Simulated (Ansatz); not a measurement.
# How TaCuP2 (model structure) absorbs and reflects light

What colour and refractive index does TaCuP2 (model structure) have at this level of theory? The cell was made here by substitution or stacking, whether or not such a phase is known. It was built so: All N replaced by P in the R-3m structure of TaCuN2.

Program: Ansatz 0.2.0. Level of theory: DFT, PBE, plane-wave PAW, default files, scalar-relativistic, independent-particle optical response without local fields. Results are calculated unless marked as measured.

Report form: the programs' logs are mostly left out.

## Step 1: The starting structure

It takes space group R-3m (No. 166, trigonal). Conventional cell: a = 3.594 Å, b = 3.594 Å, c = 19.983 Å, α = 90.00°, β = 90.00°, γ = 120.00°. Ta has 6 P at 2.28 Å nearest. Nearest to Cu lie 2 P at 2.38 Å. Nearest to P lie 3 Ta at 2.28 Å and 1 Cu at 2.38 Å. All N replaced by P in the R-3m structure of TaCuN2. Farther neighbours are not listed.

Structure file:

```cif
data_structure
_symmetry_space_group_name_H-M 'R-3m:H'
_symmetry_Int_Tables_number 166
_cell_length_a 3.5937
_cell_length_b 3.5937
_cell_length_c 19.9830
_cell_angle_alpha 90.000
_cell_angle_beta 90.000
_cell_angle_gamma 120.000
_cell_volume 223.50
loop_
_atom_site_label
_atom_site_type_symbol
_atom_site_symmetry_multiplicity
_atom_site_Wyckoff_symbol
_atom_site_fract_x
_atom_site_fract_y
_atom_site_fract_z
_atom_site_occupancy
Ta1 Ta 3 b 0.66667 0.33333 0.83333 1
Cu1 Cu 3 a 0.00000 0.00000 0.00000 1
P1 P 6 c 0.00000 0.00000 0.88100 1
```

## Step 2: Relaxation

Spectra hang on bond lengths, so the cell is first brought to its minimum.

This step: DFT, PBE, plane-wave PAW, default files, scalar-relativistic, relaxation (Ansatz 0.2.0).

Contents of input.yaml:

```yaml
crystal:
  lattice:
    - [1.79684324, 1.03740793, 6.6610018]
    - [-1.79684324, 1.03740793, 6.6610018]
    - [0.0, -2.07481586, 6.6610018]
  atoms:
    - { symbol: Ta, position: [0.5, 0.5, 0.5] }
    - { symbol: Cu, position: [0.0, 0.0, 0.0] }
    - { symbol: P, position: [0.881, 0.881, 0.881] }
    - { symbol: P, position: [0.119, 0.119, 0.119] }
kpoints:
  mp_grid: { grid: [7, 7, 7] }
scf:
  occupations: { method: fermi_dirac, width: 0.05 }
hamiltonian:
  xc: pbe
  pseudopotentials: { kind: paw }
output:
  forces: true
  stress: true
relax:
  f_tol: 0.02
  max_steps: 50
  cell: {}
```

Launch:

```sh
ansatz run input.yaml --threads 4 --pin off --max-ram 8192MiB --backend cpu --events-out ev --progress --plain --runs-dir out
```

It took 8.1 s on 4 threads of AMD EPYC 9R45, shared host; peak memory 0.51 GiB.

Relaxation path:

```csv
step,energy less that of the first step (eV),largest force component (eV/Å),pressure (GPa),volume (Å³)
1,0.0000,7.3471,30.61,74.50
2,-2.7931,3.3359,8.21,80.70
3,-3.6450,0.0569,0.10,80.79
4,-3.7179,0.0036,-1.81,81.23
5,-3.9490,0.5046,-4.46,77.75
6,-4.1160,0.3234,-3.03,72.21
7,-4.1337,0.1915,0.78,70.21
8,-4.1349,0.0995,0.14,69.57
9,-4.1371,0.0045,0.05,70.12
10,-4.1371,0.0007,0.00,70.12
11*,-4.1545,0.0015,0.36,70.12
12,-4.1552,0.0040,0.02,70.14
13,-4.1552,0.0000,0.00,70.13
14*,-4.1553,0.0000,0.00,70.13
```

Relaxation steps marked * repeat the geometry before them on a plane-wave basis chosen anew for their cell, so energy and pressure can jump there.

Forces are held to the 12 operations that the run works with; a distortion that breaks them can't arise in this run.

```csv
cell as run,before,after,change
a (Å),6.977,8.049,+15.4 %
b (Å),6.977,8.049,+15.4 %
c (Å),6.977,8.049,+15.4 %
α (°),29.85,23.04,-22.8 %
β (°),29.85,23.04,-22.8 %
γ (°),29.85,23.04,-22.8 %
volume (Å³/atom),18.62,17.53,-5.9 %
```

The atoms that moved most (Å, as changes of fractional coordinates times the final cell):

```csv
atom,dx,dy,dz,length
P4,0.000,0.000,-0.583,0.583
P3,0.000,0.000,0.583,0.583
```

The relaxed structure:

```xyz
4
Lattice="1.6078 0.9283 7.8320 -1.6078 0.9283 7.8320 0.0000 -1.8565 7.8320" Properties=species:S:1:pos:R:3 pbc="T T T"
Ta    0.0000    0.0000   11.7480
Cu    0.0000    0.0000    0.0000
P     0.0000    0.0000   21.2833
P     0.0000    0.0000    2.2127
```

The relaxation ends with a largest force component of 1.1e-5 eV/Å and a pressure of 0.00 GPa.

## Step 3: Ground state and bands

First the ground state: is it a metal or has it a gap?

This step: DFT, PBE, plane-wave PAW, default files, scalar-relativistic, ground state (Ansatz 0.2.0).

Contents of input.yaml:

```yaml
crystal:
  lattice:
    - [1.6077933216, 0.928259907, 7.8319808833]
    - [-1.6077933216, 0.928259907, 7.8319808833]
    - [0.0, -1.856519814, 7.8319808833]
  atoms:
    - { symbol: Ta, position: [0.5, 0.5, 0.5] }
    - { symbol: Cu, position: [0.0, 0.0, 0.0] }
    - { symbol: P, position: [0.9058275527, 0.9058275527, 0.9058275527] }
    - { symbol: P, position: [0.0941724473, 0.0941724473, 0.0941724473] }
kpoints:
  mp_grid: { grid: [8, 8, 8] }
  band_path:
    path:
      - [[0.0, 0.0, 0.0], [0.5, 0.0, 0.0], [0.5, 0.1760316, -0.1760316]]
      - [[0.8239684, 0.5, 0.1760316], [0.5, 0.5, 0.5], [0.0, 0.0, 0.0], [0.3380158, 0.0, -0.3380158]]
      - [[0.6619842, 0.3380158, 0.0], [0.5, 0.5, 0.0], [0.6619842, 0.6619842, 0.1760316], [0.5, 0.5, 0.5]]
      - [[0.5, 0.0, 0.0], [0.8239684, 0.3380158, 0.3380158]]
    npoints: 6
scf:
  occupations: { method: fermi_dirac, width: 0.05 }
  n_extra_bands: 8
hamiltonian:
  xc: pbe
  pseudopotentials: { kind: paw }
output:
  forces: true
  stress: true
  populations: true
  write_bands: true
  write_density: true
  write_potential: true
  elf: true
  volumetric_format: npy
```

The job ended after 1.3 s (4 threads; peak memory 0.53 GiB).

Read-outs, printed or worked out from the files:

```
free energy         : -18069.7345 eV
Fermi energy        : 11.39 eV
electrons           : 42
symmetry operations : 12
pressure            : -0.04308 GPa
volume              : 70.13 Å³
gap on the path     : 0 eV
```

There are states at the Fermi level within the smearing, so the occupations stay smeared and the carriers get a Drude term. The cell is left with a pressure of 0.0 GPa and forces up to 0.03 eV/Å after its relaxation.

The electronic bands at the labelled points (eV, zero at the Fermi level; # counts the bands kept):

```csv
point,#10,#11,#12,#13,#14,#15,#16,#17
Γ,-2.08,-1.56,-1.56,1.18,1.18,2.21,2.21,4.04
halfway,-2.17,-1.39,-1.33,-1.08,0.19,1.20,3.19,4.47
L,-1.95,-1.94,-1.38,-1.05,0.73,0.95,4.01,4.13
halfway,-2.15,-2.02,-1.85,-1.06,0.35,2.07,2.72,3.33
B1,-2.37,-2.34,-1.86,-1.28,1.37,1.63,3.10,3.54
jump to B,-2.37,-2.34,-1.86,-1.28,1.37,1.63,3.10,3.54
halfway,-2.14,-2.00,-1.35,-0.83,0.61,1.15,3.28,3.52
Z,-1.66,-1.66,-0.32,1.16,1.16,2.49,2.49,3.34
halfway,-1.61,-1.61,-0.95,1.17,1.17,2.34,2.34,3.69
Γ,-2.08,-1.56,-1.56,1.18,1.18,2.21,2.21,4.04
halfway,-2.31,-2.02,-1.28,-0.73,-0.42,1.82,2.50,3.81
X,-2.37,-2.33,-1.86,-1.27,1.38,1.64,3.09,3.26
jump to Q,-2.37,-2.33,-1.86,-1.27,1.38,1.64,3.09,3.26
halfway,-2.33,-2.10,-1.69,-1.29,0.46,1.96,3.58,3.94
F,-2.00,-1.95,-1.64,-0.81,0.37,1.66,3.88,4.01
halfway,-1.95,-1.87,-1.66,-0.82,0.40,1.60,3.94,4.01
P1,-1.95,-1.72,-1.69,-0.88,0.47,1.46,4.00,4.06
halfway,-2.18,-1.69,-1.34,-0.31,0.22,1.79,2.89,3.09
Z,-1.66,-1.66,-0.32,1.16,1.16,2.49,2.49,3.34
jump to L,-1.95,-1.94,-1.38,-1.05,0.73,0.95,4.01,4.13
halfway,-1.95,-1.86,-1.46,-0.98,0.64,1.11,4.01,4.14
P,-1.95,-1.72,-1.69,-0.88,0.47,1.46,4.00,4.06
```

Valence density in the ac plane of the cell as run, not the conventional one, at fractional y = 0.000, with atoms of Cu within 0.2 Å of it. It is the smooth field of the valence electrons, not physical close to the nuclei.

Ten steps, logarithmic in the rise over the least value, from '0' (0 e/Å³) to '9' (46 e/Å³), each cell a mean:
```
9952111111000011111126
6984111111100011111112
2576311111100001110111
1245420001100000111011
1112321000000000011111
1111121000000000001111
1110001000000000000111
1111000000000000000011
1111000000000000000000
0111000000000000000000
0001000000000000000000
0000000000000000001110
0000000000000000001111
1000000000000000000111
1110000000000000000111
1111000000000001110111
1111100000000000222111
1111110000000000134311
1110111000011110125642
2111111100001111114785
6211111100001111112599
9621111110000111111269
```
Atoms in or near the plane, at fractional coordinates: Cu at (0.00, 0.00).

Electrostatic potential energy in the ac plane of the cell as run, not the conventional one, at fractional y = 0.000, with atoms of Cu within 0.2 Å of it. With pseudopotentials it is smooth inside the atoms' cores, unlike the true potential.

Values in eV, 12 rows by 16 columns, each cell a mean:
```
-41 -40 -11   3 -15 -19   1  10  11  11   7 -20 -48 -32  -2 -17
 -4 -30 -36  -9   9   5   1   7  11  11  10   8 -17 -48 -43  -9
-12   6  -7 -16   1  12  12  10  11  12  11  10   9  -7 -40 -46
-30  -6   9   9   5   9  13  14  14  14  13  12  10  10   4 -19
  2  -5   3  11  13  12  13  14  15  15  14  13  12  11  10   9
 11  10   8  10  13  14  14  14  14  15  15  13  12  11  11  11
 11  11  11  12  13  14  15  15  14  14  14  14  11   7   7  10
  4  10  10  11  13  14  14  15  14  13  11  12  12   8  -5  -9
-37 -13   7  10  10  12  13  13  13  14  11   5   2   9   5 -22
-29 -49 -31   2  10  10  12  12   9   9  11   8 -12 -22  -5   3
 -1 -22 -49 -41  -4  10  10  11  10   2  -3   5   5 -24 -40 -24
-36  -6  -9 -39 -39  -5  10  11  11   8 -11 -29 -11   2 -25 -43
```
Atoms in or near the plane, at fractional coordinates: Cu at (0.00, 0.00).

## Step 4: Spectrum

The spectrum is a sum over vertical transitions between filled and empty bands at the fixed density, so many empty bands are needed.

This step: DFT, PBE, plane-wave PAW, default files, scalar-relativistic, independent-particle optical response without local fields (Ansatz 0.2.0).

input.yaml, the sections that differ from step 3:

```yaml
kpoints:
  mp_grid: { grid: [11, 11, 11] }
scf:
  occupations: { method: fermi_dirac, width: 0.05 }
output:
  optics:
    e_range: [0, 22]
    de: 0.05
    sigma: 0.1
    drude_damping: 0.1
    nscf_kmesh: { grid: [16, 16, 16] }
    bands: { spectra_wanted_up_to: 22 }
# crystal, hamiltonian: as in step 3
```

It took 2.3 min on 4 threads; peak memory 4.9 GiB; 9 min of CPU time.

Read-outs, printed or worked out from the files:

| Property | Result |
| --- | --- |
| main peak of the optical conductivity above 1 eV, first axis | 1.475 eV |
| Drude plasma energy, first axis | 3.412 eV |
| bands summed | 65 |
| spectra valid up to | 31.37 eV |
| program's estimate of the k-sum error in Im epsilon | 0.1 % |
| electrons in the f-sum | 25.37 |

The Im ε has structure finer than the step of the table below, so its rows give means over 1 eV, whole bins alone (the curve runs from 0.3 to 22 eV). Peaks (eV: height): E ∥ x or y 1.4: 45.0; E ∥ z 2.0: 22.0, 2.9: 20.5, 6.0: 13.5.

Im ε against photon energy; means over each step:

```csv
photon energy (eV),E ∥ x or y,E ∥ z
1,27.5,8.09
2,26.9,15.8
3,13.4,17.5
4,8.12,16.0
5,8.15,10.7
6,6.83,11.8
7,4.83,10.2
8,5.03,7.03
9,4.38,3.53
10,2.83,2.09
11,2.51,1.56
12,1.83,1.32
13,1.51,1.05
14,1.24,0.855
15,0.917,0.607
16,0.632,0.470
17,0.530,0.326
18,0.441,0.277
19,0.326,0.243
20,0.257,0.194
21,0.227,0.177
```

Re ε against photon energy:

```csv
photon energy (eV),E ∥ x or y,E ∥ z
1,17.8,12.6
2,-1.93,17.7
3,-3.28,7.21
4,-1.00,2.68
5,0.355,1.00
6,-1.04,-0.228
7,-1.35,-2.50
8,-1.12,-5.88
9,-1.81,-4.76
10,-1.64,-3.37
11,-1.70,-2.11
12,-1.37,-1.72
13,-1.02,-1.46
14,-0.859,-1.09
15,-0.859,-0.837
16,-0.528,-0.684
17,-0.306,-0.361
18,-0.220,-0.144
19,-0.0280,-0.0258
20,0.123,0.112
21,0.234,0.262
22,0.353,0.332
```

Table of loss function −Im 1/ε at q → 0 by energy loss; read off at these points:

```csv
energy loss (eV),E ∥ x or y,E ∥ z
0.50,0.0270,0.0755
1.00,0.0270,0.0323
1.50,0.0223,0.0207
2.00,0.0368,0.0276
2.50,0.0523,0.0426
3.00,0.0701,0.0477
3.50,0.103,0.0522
4.00,0.124,0.0563
4.50,0.122,0.0822
5.00,0.119,0.0982
5.50,0.133,0.0842
6.00,0.136,0.0742
6.50,0.163,0.101
7.00,0.208,0.0941
7.50,0.212,0.0892
8.00,0.183,0.0845
8.50,0.208,0.0921
9.00,0.190,0.0990
9.50,0.202,0.122
10.00,0.265,0.133
10.50,0.311,0.160
11.00,0.268,0.227
11.50,0.318,0.245
12.00,0.351,0.277
12.50,0.410,0.327
13.00,0.445,0.322
13.50,0.481,0.433
14.00,0.543,0.444
14.50,0.548,0.467
15.00,0.580,0.565
15.50,0.752,0.682
16.00,0.937,0.682
16.50,1.17,0.988
17.00,1.41,1.37
17.50,1.75,1.91
18.00,1.82,2.79
18.50,2.56,3.58
19.00,2.97,3.90
19.35,3.44,4.63
19.50,3.48,4.47
19.65,3.52,4.24
20.00,3.14,3.87
20.50,2.56,2.69
21.00,2.13,1.77
21.50,1.61,1.41
22.00,1.24,1.37
```

The refractive index n and extinction k by photon energy:

```csv
photon energy (eV),"n, E ∥ x or y","k, E ∥ x or y","n, E ∥ z","k, E ∥ z"
1,4.87,2.43,3.66,0.893
2,3.55,3.81,4.79,2.29
3,2.30,2.93,3.65,2.48
4,1.87,2.12,3.18,2.73
5,2.09,2.01,2.36,2.14
6,1.77,2.04,2.57,2.62
7,1.28,1.73,1.98,2.53
8,1.45,1.80,1.21,2.71
9,1.24,1.83,0.730,2.30
10,0.902,1.57,0.547,1.92
11,0.852,1.56,0.511,1.54
12,0.670,1.35,0.454,1.39
13,0.657,1.21,0.408,1.28
14,0.574,1.09,0.384,1.11
15,0.450,1.03,0.309,0.965
16,0.372,0.817,0.270,0.870
17,0.391,0.678,0.242,0.647
18,0.369,0.597,0.296,0.481
19,0.392,0.426,0.339,0.375
20,0.453,0.287,0.410,0.237
21,0.529,0.214,0.538,0.166
22,0.617,0.168,0.602,0.177
```

Table of reflectivity at normal incidence by photon energy; read off at these points:

```csv
photon energy (eV),E ∥ x or y (%),E ∥ z (%)
0.50,69.1,50.9
1.00,51.7,35.0
1.50,63.1,42.4
2.00,59.7,50.6
2.50,57.1,43.5
3.00,52.7,47.4
3.50,47.1,47.3
4.00,41.3,48.9
4.50,37.0,46.5
5.00,38.4,40.5
5.50,40.3,41.0
6.00,40.2,47.5
6.35,43.5,47.9
6.50,41.4,44.3
7.00,37.4,48.2
7.50,31.3,53.5
8.00,37.1,60.4
8.50,36.5,61.8
9.00,40.7,64.8
9.50,46.1,63.5
10.00,40.6,63.9
10.35,40.4,65.5
10.50,37.8,64.2
11.00,41.8,56.1
11.10,42.8,55.1
11.50,41.6,54.4
12.00,41.9,55.0
12.50,39.9,51.6
13.00,37.4,54.8
13.50,39.7,50.5
14.00,37.4,51.3
14.50,38.7,53.8
15.00,43.1,53.3
15.30,45.4,50.4
15.50,43.2,51.4
16.00,41.6,54.5
16.50,36.3,51.4
17.00,34.7,50.6
17.50,31.4,46.1
18.00,33.8,38.0
18.50,30.4,35.4
19.00,26.0,29.9
19.50,22.8,24.9
20.00,17.4,19.8
20.50,13.5,14.4
21.00,11.2,10.1
21.50,8.69,8.01
22.00,6.61,7.29
```

At chosen wavelengths:

```csv
wavelength (nm),n xy,k xy,R (%) xy,1/α xy,n z,k z,R (%) z,1/α z
800,4.72,4.285,63.0,15 nm,4.51,1.010,42.5,63 nm
633,3.69,3.776,59.3,13 nm,5.00,2.143,50.7,24 nm
532,3.00,3.512,57.6,12 nm,3.96,2.201,46.2,19 nm
450,2.50,3.044,53.5,12 nm,4.27,2.193,47.6,16 nm
405,2.28,2.895,52.3,11 nm,3.60,2.401,46.5,13 nm
365,1.85,2.614,50.5,11 nm,3.57,2.470,47.1,12 nm
308,1.87,2.104,40.9,12 nm,3.14,2.767,49.4,8.9 nm
```

In reflection the computed colour is light grey: x = 0.319, y = 0.334, luminous reflectivity 54 %.

## Step 5: What came out

| Item | Value |
| --- | --- |
| gap on the path | 0 eV |
| main peak of the optical conductivity above 1 eV, first axis | 1.47 eV |
| Drude plasma energy, first axis | 3.41 eV |

At this level (PBE, independent particles) TaCuP2 is a metal with a Drude plasma energy of 3.4 eV along x, 3.4 eV along y and 2.5 eV along z; it reflects 57 % at 550 nm for E ∥ x. The cell shrank by 5.9 % in volume. Along x the bare Drude plasma energy is 3.4 eV; Re ε first rises through zero at 0.61 eV, far lower, because interband transitions screen the carriers. Im ε is 25 there, so the loss peak at that energy is weak. In reflection the computed colour is light grey: x = 0.319, y = 0.334, luminous reflectivity 54 %. In the base run ε includes the program's bounded estimate of what the bands above those summed add. The carriers' damping of 0.1 eV is typed, not computed; at 0.8 eV the carriers give 11 % of Im ε along the first axis; the rest comes from the sum over bands, which at low energy also holds close bands and the noise of the mesh. Spin-orbit coupling is left out although heavy atoms are present. The Fermi-Dirac width of 0.05 eV acts as an electron temperature of 580 K in the carriers' term.

[Logs are printed without paths, hosts, clocks, repeated set-up lines and the standing remarks that a program may print on its own settings, such as how far it seeks lower states.]

[Hosts, paths, dates, database ids (printed as entryN), source tags and the programs' standing remarks are cut or masked in the printed files.]
